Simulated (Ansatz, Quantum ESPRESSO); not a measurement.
**BeTl (Pm-3m): from the cell to the phonon bands**

How does BeTl (Pm-3m) vibrate, and is this structure a minimum?

Main program and level: Quantum ESPRESSO 7.5; DFT LDA, scalar-relativistic, plane waves, PseudoDojo norm-conserving pseudopotentials.

This is a report of a sequence of runs, with the program logs left out and the cost of each run kept.

The structure was built from a prototype and need not be the compound's stable phase.

### 1. Starting point

The structure is cubic, space group Pm-3m (No. 221). Conventional cell: a = 3.276 Å, b = 3.276 Å, c = 3.276 Å, α = 90.00°, β = 90.00°, γ = 90.00°. Nearest to Be lie 8 Tl at 2.84 Å. Nearest to Tl lie 8 Be at 2.84 Å. Farther neighbours, and contacts between anions beyond the nearest, are not listed.

Structure file:

```
CELL_PARAMETERS angstrom
3.27573 0.00000 0.00000
0.00000 3.27573 0.00000
0.00000 0.00000 3.27573
ATOMIC_POSITIONS crystal
Be 0.00000 0.00000 0.00000
Tl 0.50000 0.50000 0.50000
```

### 2. A first look

A cheap run with smearing and empty bands tells whether the crystal has a gap, which decides between fixed occupations and smearing later on.

The input, probe.in:

```
 &control
    calculation='scf',
    prefix='x',
    outdir='./tmp',
    pseudo_dir='./pseudo',
    tprnfor=.true.,
    tstress=.true.,
    verbosity='high',
 /
 &system
    ibrav=1,
    celldm(1)=6.19023747,
    nat=2,
    ntyp=2,
    ecutwfc=76.0,
    occupations='smearing',
    smearing='gaussian',
    degauss=0.01,
 /
 &electrons
    conv_thr=1.0d-07,
    mixing_beta=0.7,
    electron_maxstep=100,
 /
ATOMIC_SPECIES
 Be      9.0122  Be.upf
 Tl    204.3800  Tl.upf
ATOMIC_POSITIONS crystal
 Be     0.000000000   0.000000000   0.000000000
 Tl     0.500000000   0.500000000   0.500000000
K_POINTS automatic
 6 6 6 0 0 0
```

Launch:

```bash
OMP_NUM_THREADS=1 mpirun -n 4 pw.x -nk 4 -in probe.in > probe.out
```

Run time: 2.2 s. Hardware: 4 MPI ranks of Arm Neoverse V2, shared host; peak memory of a rank 0.06 GiB.

This step gave:

- volume per atom: 17.57 Å³
- pressure: -0.3880 GPa
- gap on the k-mesh: 0 eV

No gap opens on this mesh, so smearing is kept; the start stands at -0.39 GPa.

### 3. Relaxing the cell and atoms

The harmonic expansion starts where the forces on the atoms vanish, and stress shifts the frequencies, so cell and atoms are relaxed with tight thresholds.

The input, relax.in:

```
 &control
    calculation='vc-relax',
    prefix='x',
    outdir='./tmp',
    pseudo_dir='./pseudo',
    tprnfor=.true.,
    tstress=.true.,
    forc_conv_thr=2.0d-05,
    etot_conv_thr=1.0d-07,
    nstep=40,
 /
 &system
    ibrav=1,
    celldm(1)=6.19023747,
    nat=2,
    ntyp=2,
    ecutwfc=76.0,
    occupations='smearing',
    smearing='mv',
    degauss=0.02,
 /
 &electrons
    conv_thr=1.0d-11,
    mixing_beta=0.7,
    electron_maxstep=100,
 /
 &ions
 /
 &cell
    press_conv_thr=0.2,
 /
ATOMIC_SPECIES
 Be      9.0122  Be.upf
 Tl    204.3800  Tl.upf
ATOMIC_POSITIONS crystal
 Be     0.000000000   0.000000000   0.000000000
 Tl     0.500000000   0.500000000   0.500000000
K_POINTS automatic
 10 10 10 0 0 0
```

Launch:

```bash
OMP_NUM_THREADS=1 mpirun -n 4 pw.x -nk 4 -in relax.in > relax.out
```

It took 24 s on 4 MPI ranks; peak memory of a rank 0.06 GiB; 96 s of CPU time.

Step by step:

```
step  energy less that of the first step (eV)  largest force (eV/Å)  pressure (GPa)  volume (Å³)
   1                                   0.0000                0.0000           -0.48        35.15
   2                                  -0.0002                0.0000           -0.31        35.06
   3                                  -0.0004                0.0000           -0.06        34.93
   4                                  -0.0004                0.0000            0.00        34.91
   5                                  -0.0004                0.0000            0.00        34.91
   6                                   0.0002                0.0000           -0.03        34.91
```

```csv
"conventional cell, symmetrised",before,after,change
a (Å),3.276,3.268,-0.2 %
b (Å),3.276,3.268,-0.2 %
c (Å),3.276,3.268,-0.2 %
volume (Å³/atom),17.57,17.45,-0.7 %
```

Final coordinates:

```
Be Tl
1.0
     3.26818    0.00000    0.00000
     0.00000    3.26818    0.00000
     0.00000    0.00000    3.26818
Be Tl
1 1
Direct
  0.00000 0.00000 0.00000
  0.50000 0.50000 0.50000
```

The last row of the table of steps is pw.x's closing run on a basis chosen anew for the final cell, so its energy can jump.

This step gave:

* volume per atom: 17.45 Å³
* pressure: -0.02800 GPa

The volume changes by -0.7 % from the cell with which this run began.

### 4. Self-consistent run for the response

Perturbation theory inherits every error of the wavefunctions, so the threshold is set near the limit of the arithmetic. Smearing stays on, as the first look found no gap above 0.3 eV.

The input, scf.in:

```
 &control
    calculation='scf',
    prefix='x',
    outdir='./tmp',
    pseudo_dir='./pseudo',
    tprnfor=.true.,
    tstress=.true.,
 /
 &system
    ibrav=1,
    celldm(1)=6.17596536,
    nat=2,
    ntyp=2,
    ecutwfc=76.0,
    occupations='smearing',
    smearing='mv',
    degauss=0.02,
 /
 &electrons
    conv_thr=1.0d-12,
    mixing_beta=0.7,
    electron_maxstep=100,
 /
ATOMIC_SPECIES
 Be      9.0122  Be.upf
 Tl    204.3800  Tl.upf
ATOMIC_POSITIONS crystal
 Be     0.000000000   0.000000000   0.000000000
 Tl     0.500000000   0.500000000   0.500000000
K_POINTS automatic
 12 12 12 0 0 0
```

Launch:

```bash
OMP_NUM_THREADS=1 mpirun -n 4 pw.x -nk 4 -in scf.in > scf.out
```

Elapsed: 9.6 s, on 4 MPI ranks; peak memory of a rank 0.07 GiB; 38 s of CPU time.

Numbers from this step:

```yaml
pressure: 0.034 GPa
```

The cell stands at 0.034 GPa, close enough for phonons.

### 5. Phonons on a q mesh

Linear response treats each wavevector in the unit cell, with no supercell; the 4×4×4 mesh fixes the range of the force constants to be had.

The input, ph.in:

```
phonons
 &inputph
    prefix='x',
    outdir='./tmp',
    fildyn='x.dyn',
    tr2_ph=1.0d-18,
    alpha_mix(1)=0.4,
    nmix_ph=8,
    ldisp=.true.,
    nq1=4,
    nq2=4,
    nq3=4,
 /
```

Launch:

```bash
OMP_NUM_THREADS=1 mpirun -n 4 ph.x -nk 4 -in ph.in > ph.out
```

Run time: 35 min. Hardware: 4 MPI ranks; 2.3 h of CPU time.

The run was cut off at its time limit.

### 6. Cross-check with Ansatz

A second program on the same cell, potentials, cutoff and meshes tests the implementation of the phonon response, not its convergence; field response and couplings are summed in its own way. Its k mesh is centred on Γ.

This step: DFT LDA, scalar-relativistic, plane waves, PseudoDojo norm-conserving pseudopotentials (Ansatz 0.2.0).

The input, input.yaml:

```yaml
crystal:
  lattice:
    - [3.2681801225, 0.0, 0.0]
    - [0.0, 3.2681801225, 0.0]
    - [0.0, 0.0, 3.2681801225]
  atoms:
    - { symbol: Be, position: [0.0, 0.0, 0.0] }
    - { symbol: Tl, position: [0.5, 0.5, 0.5] }
kpoints:
  mp_grid: { grid: [12, 12, 12] }
hamiltonian:
  xc: lda
  pseudopotentials: { kind: nc, accuracy: standard }
scf:
  occupations: { method: cold, width: 0.27211 }
output:
  eigenvalues: true
basis:
  ecutwfc: 1034.033
phonons:
  method: dfpt
  qmesh: [4, 4, 4]
  temperatures: { t_max: 1000, t_step: 50 }
  qpath:
    path:
      - [[0.0, 0.0, 0.0], [0.0, 0.5, 0.0], [0.5, 0.5, 0.0], [0.0, 0.0, 0.0], [0.5, 0.5, 0.5], [0.0, 0.5, 0.0]]
      - [[0.5, 0.5, 0.5], [0.5, 0.5, 0.0]]
    npoints: 12
```

Launch:

```bash
ansatz run input.yaml --threads 4 --pin off --max-ram 8192MiB --backend cpu --events-out ev --progress --plain --runs-dir out
```

Run time: 5.6 min. Hardware: 4 threads; peak memory 3.5 GiB; 22 min of CPU time.

Read from the output:

```yaml
sum_rule_residual_before_enforcement: 3.54e-5 eV/Å²
lowest_frequency_on_the_path: -200.5 cm⁻¹
share_of_imaginary_modes_on_the_dense_interpolated_mesh: 0.3769
highest_optical_zone_centre_mode_no_lo_to_term: 170.1 cm⁻¹
lowest_optical_zone_centre_mode: 170.1 cm⁻¹
lowest_mode_on_the_q_mesh_acoustic_ones_at_the_zone_centre_apart: -200.5 cm⁻¹
```

Frequencies (cm⁻¹) at each irreducible wavevector; negative means imaginary. Frequencies by wavevector:

```
 q (fractions)  star  mode 1  mode 2  mode 3  mode 4  mode 5  mode 6
         0 0 0     1       0       0       0   170.1   170.1   170.1
      0 0 0.25     6   -44.2   -44.2     8.8   113.5   114.8   114.8
      0 0 -0.5     3      14      14    60.9    60.9   100.9   134.3
   0 0.25 0.25    12   -67.6   -54.2    30.2    83.3   113.3   144.6
   0 0.25 -0.5    12   -89.1   -72.4    16.1    95.8   131.2   139.8
   0 -0.5 -0.5     3   -97.8   -97.8    15.7   137.4   160.2   160.2
0.25 0.25 0.25     8   -84.4   -84.4    -8.6   107.4   107.4   140.4
0.25 0.25 -0.5    12    -121  -115.3   -26.9    60.3     118   155.5
0.25 -0.5 -0.5     6  -129.6  -129.6   -17.4    61.6   120.6   120.6
-0.5 -0.5 -0.5     1  -200.5  -200.5  -200.5      75      75      75
```

No LO-TO term; unit eigenvectors of the mass-weighted matrix. Modes at Γ, with each element's share of the kinetic energy:

```
mode  frequency (cm⁻¹)  symmetry  Be %  Tl %
   1               0.0       T1u     4    96
   2               0.0       T1u     4    96
   3               0.0       T1u     4    96
   4             170.1       T1u    96     4
   5             170.1       T1u    96     4
   6             170.1       T1u    96     4
```

Displacements in mode 5 (170.1 cm⁻¹), the largest set to 1:
```
Be1  0.00  0.11  1.00
Tl2  0.00  0.00 -0.04
```

### 7. What came out

- space group after relaxation: Pm-3m
- volume per atom: 17.5 Å³
- highest optical zone-centre mode (no LO-TO term) (first level): 170.1 cm⁻¹
- lowest mode on the q mesh (acoustic ones at the zone centre apart) (first level): -200.5 cm⁻¹

In words: The mesh run of the first program did not finish; by Ansatz BeTl (Pm-3m) is unstable on the 4×4×4 mesh. These are harmonic frequencies at zero temperature: anharmonic shifts, linewidths and thermal expansion are left out. Spin-orbit coupling is left out, which can matter for the heavy elements here. In a metal the frequencies hang on the k mesh and the smearing, most of all near Kohn anomalies. The runs are without spin polarisation, although the cell has an odd electron count or an open d or f shell, so a magnetic state was not tested. The relaxation ran at 76 Ry, under the 88 Ry recommended for these files; the stress of so short a basis can leave the cell about one per cent too small. Ansatz warns that the cutoff lies 14 % under the one recommended for these files. The structure is a hypothetical one, built on a prototype.

[Long decimals in the printed logs are rounded to 6 places.]

[Host names, launcher messages, clock columns and parts of forces and stress are left out of these logs.]

[Logs are printed without paths, hosts, clocks, repeated set-up lines and the standing remarks that a program may print on its own settings, such as how far it seeks lower states.]

[Hosts, paths, dates, database ids (printed as entryN), source tags and the programs' standing remarks are cut or masked in the printed files.]

[Where Elk ran, warnings of its patched build on accuracy (core leakage, angular cutoffs, spin-orbit splittings, empty states, lower magnetic states) are left out.]

[Sessions in which a second program contradicted a gradient-corrected response are left out of this set, so agreement between programs is selected.]
